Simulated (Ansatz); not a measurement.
**ScAl3 (Pm-3m): phonon-mediated transition temperature**

Aim: the phonon-mediated transition temperature of ScAl3 (Pm-3m) at ambient pressure, over a range of μ*. The cell shown first is a relaxed one, from steps not shown here.

Main program and level: Ansatz 0.2.0; DFT PBE, scalar-relativistic, plane waves, PAW; PAW set soft_1.

Report form: the programs' logs are mostly left out.

**1. The cell after earlier relaxation steps**

It takes space group Pm-3m (No. 221, cubic). Conventional cell: a = 4.106 Å, b = 4.106 Å, c = 4.106 Å, α = 90.00°, β = 90.00°, γ = 90.00°. Nearest to Sc lie 12 Al at 2.90 Å. Al has 4 Sc at 2.90 Å and 8 Al at 2.90 Å nearest. Farther neighbours are not listed.

**2. Resistivity: q 2×2×2, k 6×6×6, scattering 12×12×12**

The run that gives the couplings also evaluates McMillan's and Allen and Dynes's formulas and, where asked, the Eliashberg equations, over a range of μ*.

File input.yaml:

```yaml
crystal:
  lattice:
    - [4.1063585191, 0.0, 0.0]
    - [0.0, 4.1063585191, 0.0]
    - [0.0, 0.0, 4.1063585191]
  atoms:
    - { symbol: Sc, position: [0.0, 0.0, 0.0] }
    - { symbol: Al, position: [0.5, 0.0, 0.5] }
    - { symbol: Al, position: [0.0, 0.5, 0.5] }
    - { symbol: Al, position: [0.5, 0.5, 0.0] }
kpoints:
  mp_grid: { grid: [6, 6, 6] }
hamiltonian:
  xc: pbe
  pseudopotentials: { kind: paw, azcp: { folder: soft_1 } }
scf:
  occupations: { method: methfessel_paxton, width: 0.2 }
output:
  eigenvalues: true
phonons:
  method: dfpt
  qmesh: [2, 2, 2]
  temperatures: { t_max: 1000, t_step: 50 }
  qpath:
    path:
      - [[0.0, 0.0, 0.0], [0.0, 0.5, 0.0], [0.5, 0.5, 0.0], [0.0, 0.0, 0.0], [0.5, 0.5, 0.5], [0.0, 0.5, 0.0]]
      - [[0.5, 0.5, 0.5], [0.5, 0.5, 0.0]]
    npoints: 6
  electrical_resistivity:
    mesh: [12, 12, 12]
    temperatures: [20.0, 50.0, 80.0, 100.0, 150.0, 200.0, 273.0, 300.0, 400.0, 500.0, 600.0, 800.0]
  superconductivity: { mesh: [12, 12, 12] }
```

The run is started by

```
$ ansatz run input.yaml --threads 16 --pin off --max-ram 92160MiB --backend cuda --events-out ev --progress --plain --runs-dir out --max-vram 78GiB
```

The job ended after 14 s (1 × NVIDIA GB200 with 16 threads of Arm Neoverse V2, shared host; peak memory 2.8 GiB; 98 s of CPU time).

This step gave:

* volume per atom: 17.31 Å³/atom
* metallic on mesh: yes
* gap on the k-mesh: 0 eV
* zero point energy: 0.1721 eV/cell
* share of imaginary modes in the plain interpolation between solved wavevectors: 0
* highest frequency, solved or plainly interpolated: 329.8 cm⁻¹
* Debye temperature (second moment): 443 K
* resistivity at 300 K: 7.432 μΩ cm
* coupling constant λ: 0.2143
* density of states at the Fermi level: 0.666 states/eV a spin and cell
* log mean phonon energy ħω_log: 27.97 meV
* transport coupling constant λ_tr: 0.22, 0.22, 0.22 (xx, yy, zz)
* Drude plasma energy: 5.724, 5.724, 5.724 eV (xx, yy, zz)
* resistivity times mean free path: 13.05, 13.05, 13.05 × 10⁻¹⁶ Ω m² (xx, yy, zz)
* second-moment phonon energy ħω₂: 30.23 meV

An empty cell: under 1 mK by a formula, or no transition down to the floor of the Eliashberg search. Transition temperatures:

```csv
μ*,McMillan Tc (K),Allen–Dynes Tc (K)
0.08,0.00996,0.01
0.1,0.00101,0.00101
0.12,-,-
0.13,-,-
0.14,-,-
0.16,-,-
0.2,-,-
```

**3. Electron–phonon run: q 3×3×3, k 9×9×9, scattering 12×12×12**

The next rung changes the q mesh, which sets the reach of the force constants and couplings; the k mesh of the density and its response.

input.yaml, as its differences from that of step 2:

```diff
@@ -11,3 +11,3 @@
 kpoints:
-  mp_grid: { grid: [6, 6, 6] }
+  mp_grid: { grid: [9, 9, 9] }
 hamiltonian:
@@ -21,3 +21,3 @@
   method: dfpt
-  qmesh: [2, 2, 2]
+  qmesh: [3, 3, 3]
   temperatures: { t_max: 1000, t_step: 50 }
```

Elapsed: 21 s, on 1 × NVIDIA GB200 with 16 threads; peak memory 3.6 GiB.

Numbers from this step:

| Item | Value |
| --- | --- |
| zero point energy | 0.1750 eV/cell |
| highest frequency, solved or plainly interpolated | 334.9 cm⁻¹ |
| Debye temperature (second moment) | 450 K |
| resistivity at 300 K | 7.507 μΩ cm |
| coupling constant λ | 0.217 |
| density of states at the Fermi level | 0.6668 states/eV a spin and cell |
| log mean phonon energy ħω_log | 28 meV |
| transport coupling constant λ_tr | 0.2225, 0.2225, 0.2225 (xx, yy, zz) |
| Drude plasma energy | 5.728, 5.728, 5.728 eV (xx, yy, zz) |
| resistivity times mean free path | 13.03, 13.03, 13.03 × 10⁻¹⁶ Ω m² (xx, yy, zz) |
| second-moment phonon energy ħω₂ | 30.29 meV |

An empty cell: under 1 mK by a formula, or no transition down to the floor of the Eliashberg search. Transition temperatures:

```csv
μ*,McMillan Tc (K),Allen–Dynes Tc (K)
0.08,0.012,0.0121
0.1,0.00134,0.00134
0.12,-,-
0.13,-,-
0.14,-,-
0.16,-,-
0.2,-,-
```

For the log mean phonon energy ħω_log, step 2 gave 28.0 meV; this run, with k-mesh 9×9×9 and q mesh 3×3×3, gives 28 meV.

**4. Resistivity: q 3×3×3, k 12×12×12, scattering 20×20×20**

The next rung changes the k mesh of the density and its response; the scattering mesh, which samples the Fermi surface.

input.yaml, as its differences from that of step 3:

```diff
@@ -11,3 +11,3 @@
 kpoints:
-  mp_grid: { grid: [9, 9, 9] }
+  mp_grid: { grid: [12, 12, 12] }
 hamiltonian:
@@ -29,4 +29,4 @@
   electrical_resistivity:
-    mesh: [12, 12, 12]
+    mesh: [20, 20, 20]
     temperatures: [20.0, 50.0, 80.0, 100.0, 150.0, 200.0, 273.0, 300.0, 400.0, 500.0, 600.0, 800.0]
-  superconductivity: { mesh: [12, 12, 12] }
+  superconductivity: { mesh: [20, 20, 20] }
```

The job ended after 34 s (1 × NVIDIA GB200 with 16 threads; peak memory 3.6 GiB; 5.1 min of CPU time).

This step gave:

```
zero point energy                    : 0.1759 eV/cell
Debye temperature (second moment)    : 453 K
resistivity at 300 K                 : 7.177 μΩ cm
coupling constant λ                  : 0.2071
density of states at the Fermi level : 0.6381 states/eV a spin and cell
log mean phonon energy ħω_log        : 28.09 meV
transport coupling constant λ_tr     : 0.2134, 0.2134, 0.2134 (xx, yy, zz)
Drude plasma energy                  : 5.693, 5.693, 5.693 eV (xx, yy, zz)
resistivity times mean free path     : 13.26, 13.26, 13.26 × 10⁻¹⁶ Ω m² (xx, yy, zz)
second-moment phonon energy ħω₂      : 30.36 meV
```

An empty cell: under 1 mK by a formula, or no transition down to the floor of the Eliashberg search. Transition temperatures:

```csv
μ*,McMillan Tc (K),Allen–Dynes Tc (K)
0.08,0.00585,0.00588
0.1,-,-
0.12,-,-
0.13,-,-
0.14,-,-
0.16,-,-
0.2,-,-
```

The Eliashberg function α²F has structure finer than the step of the table below, so its rows give means over 1 meV, whole bins alone (the curve runs from 0.163 to 41.5 meV). Peaks (meV: height): α²F 22.3: 0.150, 31.4: 0.316, 32.7: 0.262, 36.0: 0.210, 39.5: 0.290; α²F tr 20.0: 0.0687, 22.3: 0.215, 31.4: 0.294, 32.7: 0.272, 36.0: 0.222, 39.2: 0.263.

Table of Eliashberg function α²F by phonon energy; means over each step:

```csv
phonon energy (meV),α²F,α²F tr
2,3.0e-6,0
3,1.1e-4,0
4,2.9e-4,5.9e-5
5,5.9e-4,1.7e-4
6,9.0e-4,3.6e-4
7,0.00138,6.4e-4
8,0.00232,0.00126
9,0.00387,0.00219
10,0.00597,0.00343
11,0.00805,0.00486
12,0.00962,0.00655
13,0.0107,0.00847
14,0.0118,0.0106
15,0.0133,0.0133
16,0.0153,0.0166
17,0.0181,0.0207
18,0.0234,0.0282
19,0.0360,0.0436
20,0.0483,0.0589
21,0.0286,0.0304
22,0.0737,0.101
23,0.107,0.148
24,0.0907,0.116
25,0.102,0.123
26,0.108,0.122
27,0.102,0.107
28,0.0912,0.0843
29,0.0884,0.0835
30,0.108,0.101
31,0.221,0.200
32,0.263,0.256
33,0.236,0.249
34,0.119,0.123
35,0.0886,0.0964
36,0.170,0.175
37,0.160,0.145
38,0.203,0.192
39,0.264,0.251
40,0.183,0.150
```

The Eliashberg function α²F has structure finer than the step of the table below, so its rows give means over 2 meV, whole bins alone (the curve runs from 0.163 to 41.5 meV). Peaks (meV: height): α²F 22.3: 0.150, 31.4: 0.316, 32.7: 0.262, 36.0: 0.210, 39.5: 0.290; Sc 22.3: 0.0788, 26.9: 0.0524, 39.5: 0.111; Al 31.4: 0.290, 36.0: 0.186, 39.5: 0.179.

The Eliashberg function α²F by phonon energy; means over each step:

```csv
phonon energy (meV),α²F,Sc,Al
2,2.0e-5,0,2.0e-5
4,3.1e-4,1.1e-4,2.2e-4
6,9.2e-4,3.2e-4,5.9e-4
8,0.00239,8.5e-4,0.00155
10,0.00598,0.00207,0.00389
12,0.00956,0.00328,0.00625
14,0.0119,0.00404,0.00780
16,0.0154,0.00519,0.0102
18,0.0243,0.00705,0.0172
20,0.0423,0.00880,0.0335
22,0.0719,0.0329,0.0391
24,0.0965,0.0379,0.0586
26,0.106,0.0466,0.0594
28,0.0903,0.0314,0.0589
30,0.122,0.0170,0.105
32,0.261,0.0226,0.238
34,0.133,0.0135,0.120
36,0.149,0.0225,0.126
38,0.205,0.0661,0.139
40,0.171,0.0644,0.106
```

**5. Summary of results**

| Quantity | Value |
| --- | --- |
| meshes | q 3×3×3, k 12×12×12, scattering 20×20×20 |
| coupling constant λ | 0.207 |
| log mean phonon energy ħω_log | 28.1 meV |

**Reading.** In the last run (PBE, q 3×3×3, k 12×12×12, scattering 20×20×20), with λ = 0.21 and ħω_log = 28.1 meV, Tc at μ* = 0.13 is under 1 mK by the formulas. In that run Allen and Dynes's formula gives no transition above 0.05 K at μ* = 0.10 or more. By the run's own test λ is not converged in the fine mesh: it moves by 6 % between the two finest, and by up to 10 % in the other runs. The run's transport test calls it not converged in the mesh; ρ(300 K) moves by 8 % in the component that moves most. Over the runs, λ takes the values 0.214, 0.217 and 0.207, in the order shown. μ* is a typed number, phonons are harmonic, and spin fluctuations are left out; with λ this near or under μ*(1 + 0.62 λ), the formulas give Tc only to its order of magnitude, or none.

[Logs are printed without paths, hosts, clocks, repeated set-up lines and the standing remarks that a program may print on its own settings, such as how far it seeks lower states.]

[Hosts, paths, dates, database ids (printed as entryN), source tags and the programs' standing remarks are cut or masked in the printed files.]
